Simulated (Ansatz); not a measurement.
# Work function of Au(100): what the settings cost and change, part 2 of 2

Aim: the numerical settings behind the work function of Au(100), with the cost of each.

Ansatz 0.2.0; plane-wave DFT, PBE, Ansatz PAW.

So far. Step 6 (Run): The work function is 4.670 eV, -0.402 eV from the run “cutoff 420 eV”, at 0.051 times its CPU time. Step 7 (Slab): The work function is 5.094 eV, +0.023 eV from the run “cutoff 420 eV”, at 0.18 times its CPU time.

## 8. Slab

input.yaml

```yaml
crystal:
  lattice:
    - [2.8849956672, 0.0, 0.0]
    - [0.0, 2.8849956672, 0.0]
    - [0.0, 0.0, 30.24]
  atoms:
    - { symbol: Au, position: [0.0, 0.0, 0.2976190476] }
    - { symbol: Au, position: [0.5, 0.5, 0.3650793651] }
    - { symbol: Au, position: [0.0, 0.0, 0.4325396825] }
    - { symbol: Au, position: [0.5, 0.5, 0.5] }
    - { symbol: Au, position: [0.0, 0.0, 0.5674603175] }
    - { symbol: Au, position: [0.5, 0.5, 0.6349206349] }
    - { symbol: Au, position: [0.0, 0.0, 0.7023809524] }
kpoints:
  mp_grid: { grid: [9, 9, 1] }
hamiltonian:
  xc: pbe
scf:
  occupations: { method: fermi_dirac, width: 0.1 }
  convergence: { dr2_threshold: 1.0e-09 }
efield:
  axis: 3
  dipole_correction: true
  ramp_position: 0.97
  ramp_width: 0.06
output:
  write_potential: true
  write_density: true
  volumetric_format: npy
```

On the command line:

```console
$ ansatz run input.yaml --threads 2 --pin off --max-ram 3072MiB --backend cpu --events-out ev --progress --plain --runs-dir out
```

Numbers of over 12 decimals in the logs are rounded to 6 here.

Log:

```text
[...]
Crystal: 7 atoms, lattice volume = 251.694 Å³
Basis set: ecut = 420 eV, 4889 PW (Γ)
Bands: 80, of which v1, the nominal top of the filled ones, is band 67 counted from 1 (66 counted from 0)
Symmetry: 8 space group operations
k-points: 15 of 81
[...]
k-point 0: bands = [... 63 lower, 5.1559, 5.2367, 5.2471, 5.3971, 5.3971, 5.5900, 7.5002, 8.3389, ... 9 higher]
  k-point 1: bands = [... 63 lower, 5.1037, 5.1054, 5.2043, 5.2955, 5.3945, 6.4384, 8.1284, 9.1526, ... 9 higher]
  k-point 2: bands = [... 63 lower, 4.9770, 5.1657, 5.2583, 5.3177, 6.0008, 7.5839, 9.3433, 10.7922, ... 9 higher]
  k-point 14: bands = [... 63 lower, 7.7331, 8.9134, 9.1892, 10.0821, 10.4169, 10.9697, 11.5871, 11.9009, ... 9 higher]
[key lines of the parts left out:]
SCF converged after 10 iterations
Free energy (F): -92044.345837 eV
Fermi energy:    7.052830 eV
Dipole field:    D = 0.000000 V/Å  (p = 0.000000 e·Å, saw-weighted, corrected)
Work function:   Φ+ = 5.0985 eV   Φ− = 5.0985 eV
```

The job ended after 47 s (2 threads of Arm Neoverse N1, shared host; peak memory 0.67 GiB; 80 s of CPU time).

The work function is 5.098 eV, +0.027 eV from the run “cutoff 420 eV”, at 0.45 times its CPU time.

## 9. Run

input.yaml, as its differences from that of step 8:

```diff
@@ -14,3 +14,3 @@
 kpoints:
-  mp_grid: { grid: [9, 9, 1] }
+  mp_grid: { grid: [21, 21, 1] }
 hamiltonian:
```

Log:

```text
[...]
Crystal: 7 atoms, lattice volume = 251.694 Å³
Basis set: ecut = 420 eV, 4889 PW (Γ)
Bands: 80, of which v1, the nominal top of the filled ones, is band 67 counted from 1 (66 counted from 0)
Symmetry: 8 space group operations
k-points: 66 of 441
[...]
k-point 0: bands = [... 63 lower, 5.1398, 5.2180, 5.2290, 5.3871, 5.3871, 5.5859, 7.4945, 8.3339, ... 9 higher]
  k-point 1: bands = [... 63 lower, 5.1776, 5.1802, 5.1818, 5.2081, 5.3941, 5.8567, 7.6281, 8.5052, ... 9 higher]
  k-point 2: bands = [... 63 lower, 5.1014, 5.1176, 5.1303, 5.2636, 5.3907, 6.2812, 7.9749, 8.9551, ... 9 higher]
  k-point 65: bands = [... 63 lower, 8.4558, 8.7728, 9.7299, 10.0810, 11.0572, 11.6268, 11.7478, 12.0278, ... 9 higher]
[key lines of the parts left out:]
SCF converged after 10 iterations
Free energy (F): -92044.320586 eV
Fermi energy:    7.076192 eV
Dipole field:    D = 0.000000 V/Å  (p = 0.000000 e·Å, saw-weighted, corrected)
Work function:   Φ+ = 5.0841 eV   Φ− = 5.0841 eV
```

Wall time 3.3 min (2 threads); peak memory 1.4 GiB; 5.9 min of CPU time.

The work function is 5.084 eV, +0.012 eV from the run “cutoff 420 eV”, at 2.0 times its CPU time.

## 10. Run

input.yaml, as its differences from that of step 9:

```diff
@@ -14,3 +14,3 @@
 kpoints:
-  mp_grid: { grid: [21, 21, 1] }
+  mp_grid: { grid: [14, 14, 1] }
 hamiltonian:
@@ -18,3 +18,3 @@
 scf:
-  occupations: { method: fermi_dirac, width: 0.1 }
+  occupations: { method: gaussian, width: 0.05 }
   convergence: { dr2_threshold: 1.0e-09 }
```

Log:

```text
[...]
Crystal: 7 atoms, lattice volume = 251.694 Å³
Basis set: ecut = 420 eV, 4889 PW (Γ)
Bands: 80, of which v1, the nominal top of the filled ones, is band 67 counted from 1 (66 counted from 0)
Symmetry: 8 space group operations
k-points: 36 of 196
[...]
k-point 0: bands = [... 63 lower, 5.1381, 5.2099, 5.2240, 5.4012, 5.4012, 5.5952, 7.4889, 8.3362, ... 9 higher]
  k-point 1: bands = [... 63 lower, 5.0891, 5.1324, 5.1579, 5.2339, 5.4076, 6.0724, 7.7765, 8.7066, ... 9 higher]
  k-point 2: bands = [... 63 lower, 5.0125, 5.0994, 5.3113, 5.3679, 5.3920, 6.7616, 8.4418, 9.5804, ... 9 higher]
  k-point 35: bands = [... 63 lower, 8.6883, 8.6883, 10.0089, 10.0089, 11.5722, 11.5722, 12.0110, 12.0155, ... 9 higher]
[key lines of the parts left out:]
SCF converged after 9 iterations
Free energy (F): -92044.283991 eV
Fermi energy:    7.110269 eV
Dipole field:    D = 0.000000 V/Å  (p = 0.000000 e·Å, saw-weighted, corrected)
Work function:   Φ+ = 5.0413 eV   Φ− = 5.0413 eV
```

Wall time 99 s (2 threads); peak memory 0.96 GiB.

The work function is 5.041 eV, -0.030 eV from the run “cutoff 420 eV”, at 0.98 times its CPU time.

## 11. Run

input.yaml, as its differences from that of step 10:

```diff
@@ -18,3 +18,3 @@
 scf:
-  occupations: { method: gaussian, width: 0.05 }
+  occupations: { method: methfessel_paxton, width: 0.2 }
   convergence: { dr2_threshold: 1.0e-09 }
```

Log:

```text
[...]
Crystal: 7 atoms, lattice volume = 251.694 Å³
Basis set: ecut = 420 eV, 4889 PW (Γ)
Bands: 80, of which v1, the nominal top of the filled ones, is band 67 counted from 1 (66 counted from 0)
Symmetry: 8 space group operations
k-points: 36 of 196
[...]
k-point 0: bands = [... 63 lower, 5.1336, 5.2050, 5.2188, 5.3953, 5.3953, 5.5917, 7.4879, 8.3336, ... 9 higher]
  k-point 1: bands = [... 63 lower, 5.0851, 5.1275, 5.1525, 5.2287, 5.4018, 6.0685, 7.7750, 8.7036, ... 9 higher]
  k-point 2: bands = [... 63 lower, 5.0075, 5.0933, 5.3058, 5.3620, 5.3879, 6.7578, 8.4397, 9.5771, ... 9 higher]
  k-point 35: bands = [... 63 lower, 8.6810, 8.6810, 10.0030, 10.0030, 11.5671, 11.5671, 12.0037, 12.0072, ... 9 higher]
[key lines of the parts left out:]
SCF converged after 9 iterations
Free energy (F): -92044.283418 eV
Fermi energy:    7.097833 eV
Dipole field:    D = -0.000000 V/Å  (p = -0.000000 e·Å, saw-weighted, corrected)
Work function:   Φ+ = 5.0593 eV   Φ− = 5.0593 eV
```

Wall time 94 s (2 threads); peak memory 0.96 GiB.

The work function is 5.059 eV, -0.012 eV from the run “cutoff 420 eV”, at 0.96 times its CPU time.

## 12. Slab

input.yaml, as its differences from that of step 11:

```diff
@@ -18,3 +18,3 @@
 scf:
-  occupations: { method: methfessel_paxton, width: 0.2 }
+  occupations: { method: fermi_dirac, width: 0.3 }
   convergence: { dr2_threshold: 1.0e-09 }
```

Log:

```text
band count auto-derived: 88 (N_el = 133.0; filled up to band 67; 80 by the electrons, moments and atoms)
[...]
Crystal: 7 atoms, lattice volume = 251.694 Å³
Basis set: ecut = 420 eV, 4889 PW (Γ)
Bands: 88, of which v1, the nominal top of the filled ones, is band 67 counted from 1 (66 counted from 0)
Symmetry: 8 space group operations
k-points: 36 of 196
[...]
k-point 0: bands = [... 63 lower, 5.1145, 5.1903, 5.2019, 5.3647, 5.3647, 5.5720, 7.4831, 8.3226, ... 17 higher]
  k-point 1: bands = [... 63 lower, 5.0660, 5.1117, 5.1345, 5.2069, 5.3726, 6.0459, 7.7684, 8.6906, ... 17 higher]
  k-point 2: bands = [... 63 lower, 4.9920, 5.0693, 5.2819, 5.3338, 5.3662, 6.7363, 8.4302, 9.5615, ... 17 higher]
  k-point 35: bands = [... 63 lower, 8.6542, 8.6542, 9.9861, 9.9861, 11.5488, 11.5488, 11.9706, 11.9711, ... 17 higher]
[key lines of the parts left out:]
SCF converged after 9 iterations
Free energy (F): -92044.588495 eV
Fermi energy:    7.063010 eV
Dipole field:    D = -0.000000 V/Å  (p = -0.000000 e·Å, saw-weighted, corrected)
Work function:   Φ+ = 5.1122 eV   Φ− = 5.1122 eV
```

It took 1.9 min on 2 threads; peak memory 1.1 GiB.

The work function is 5.112 eV, +0.041 eV from the run “cutoff 420 eV”, at 1.2 times its CPU time.

## 13. Slab

input.yaml, as its differences from that of step 12:

```diff
@@ -18,3 +18,3 @@
 scf:
-  occupations: { method: fermi_dirac, width: 0.3 }
+  occupations: { method: cold, width: 0.1 }
   convergence: { dr2_threshold: 1.0e-09 }
```

Log:

```text
[...]
Crystal: 7 atoms, lattice volume = 251.694 Å³
Basis set: ecut = 420 eV, 4889 PW (Γ)
Bands: 80, of which v1, the nominal top of the filled ones, is band 67 counted from 1 (66 counted from 0)
Symmetry: 8 space group operations
k-points: 36 of 196
[...]
k-point 0: bands = [... 63 lower, 5.1335, 5.2053, 5.2191, 5.3954, 5.3954, 5.5914, 7.4872, 8.3333, ... 9 higher]
  k-point 1: bands = [... 63 lower, 5.0848, 5.1278, 5.1529, 5.2288, 5.4019, 6.0684, 7.7745, 8.7034, ... 9 higher]
  k-point 2: bands = [... 63 lower, 5.0079, 5.0939, 5.3059, 5.3622, 5.3876, 6.7577, 8.4393, 9.5769, ... 9 higher]
  k-point 35: bands = [... 63 lower, 8.6819, 8.6819, 10.0037, 10.0037, 11.5674, 11.5674, 12.0046, 12.0079, ... 9 higher]
[key lines of the parts left out:]
SCF converged after 9 iterations
Free energy (F): -92044.283411 eV
Fermi energy:    7.107808 eV
Dipole field:    D = -0.000000 V/Å  (p = -0.000000 e·Å, saw-weighted, corrected)
Work function:   Φ+ = 5.0490 eV   Φ− = 5.0489 eV
```

Run time: 97 s. Hardware: 2 threads; peak memory 0.96 GiB; 2.9 min of CPU time.

The work function is 5.049 eV, -0.023 eV from the run “cutoff 420 eV”, at 0.98 times its CPU time.

## 14. The series together

Times are for 2 threads of Arm Neoverse N1, shared host. Results by setting:

| no. | setting | work function, upper face (eV) | time | memory (GiB) |
| --- | --- | --- | --- | --- |
| 1 | cutoff 200 eV | 5.521 | 46 s | 0.48 |
| 2 | cutoff 300 eV | 5.073 | 77 s | 0.67 |
| 3 | cutoff 420 eV | 5.072 | 98 s | 0.96 |
| 4 | cutoff 600 eV | 5.072 | 2.8 min | 1.5 |
| 5 | mesh 2x2 | 4.670 | 7.5 s | 0.48 |
| 6 | mesh 5x5 | 5.094 | 24 s | 0.51 |
| 7 | mesh 9x9 | 5.098 | 47 s | 0.67 |
| 8 | mesh 21x21 | 5.084 | 3.3 min | 1.4 |
| 9 | Gaussian smearing 0.05 eV | 5.041 | 99 s | 0.96 |
| 10 | methfessel_paxton smearing 0.2 eV | 5.059 | 94 s | 0.96 |
| 11 | fermi_dirac smearing 0.3 eV | 5.112 | 1.9 min | 1.1 |
| 12 | cold smearing 0.1 eV | 5.049 | 97 s | 0.96 |

## 15. The same run with other settings

An input spoilt on purpose, to show how the run answers: it repeats the earlier run “cutoff 200 eV” with efield.axis from 3 to 0, and scf.max_iter set to 50; its output block differs too.

input.yaml, as its differences from that of step 13:

```diff
@@ -18,6 +18,7 @@
 scf:
-  occupations: { method: cold, width: 0.1 }
+  occupations: { method: fermi_dirac, width: 0.1 }
   convergence: { dr2_threshold: 1.0e-09 }
+  max_iter: 50
 efield:
-  axis: 3
+  axis: 0
   dipole_correction: true
@@ -25,2 +26,4 @@
   ramp_width: 0.06
+basis:
+  ecutwfc: "200 eV"
 output:
```

Log:

```text
Error: invalid value for `efield.axis`: must be in [1, 3]; got 0
```

Wall time 0.03 s (2 threads); peak memory 0.06 GiB.

The program refused the input before any cycle.

The program's message: “Error: invalid value for `efield.axis`: must be in [1, 3]; got 0”

The fault put into the input: an axis of 0, outside the range 1 to 3.

## 16. Summary of results

```yaml
work_function_cutoff_200_ev: 5.521 eV
work_function_cutoff_420_ev: 5.072 eV
work_function_cutoff_600_ev: 5.072 eV
work_function_mesh_2x2: 4.670 eV
```

What this shows: The run at the highest cutoff gives 5.07 eV, and the settings tried spread the value from 4.67 to 5.52 eV. Against 600 eV, a cutoff of 200 eV is off by +0.449 eV. Against 600 eV, a cutoff of 420 eV is off by -0.000 eV. Against the finest mesh, 21 points along a, the coarser ones are off by -0.41 (2), +0.01 (5) and +0.01 (9) eV. The smearing schemes and widths spread it over 0.07 eV. The program marks the value as in doubt in “cutoff 200 eV”. A compiled measured value is 5.22 eV (arxiv:1702.08515, 2017), but the real face reconstructs and these slabs don't, so it is no test of the method. The ladder's slabs use the tabulated experimental lattice constant (two decimals; a low-temperature value for the alkali metals). In 1 run of the series (cutoff 200 eV) the program warns that electrons reach the sawtooth's ramp, which makes dipole and work function less sure.

[Logs are printed without paths, hosts, clocks, repeated set-up lines and the standing remarks that a program may print on its own settings, such as how far it seeks lower states.]

[Hosts, paths, dates, database ids (printed as entryN), source tags and the programs' standing remarks are cut or masked in the printed files.]

[Maps of the electrostatic potential energy from Ansatz leave out the sawtooth potential of an applied field or a dipole correction, so their vacuum need not be flat; planar profiles and work functions include it.]
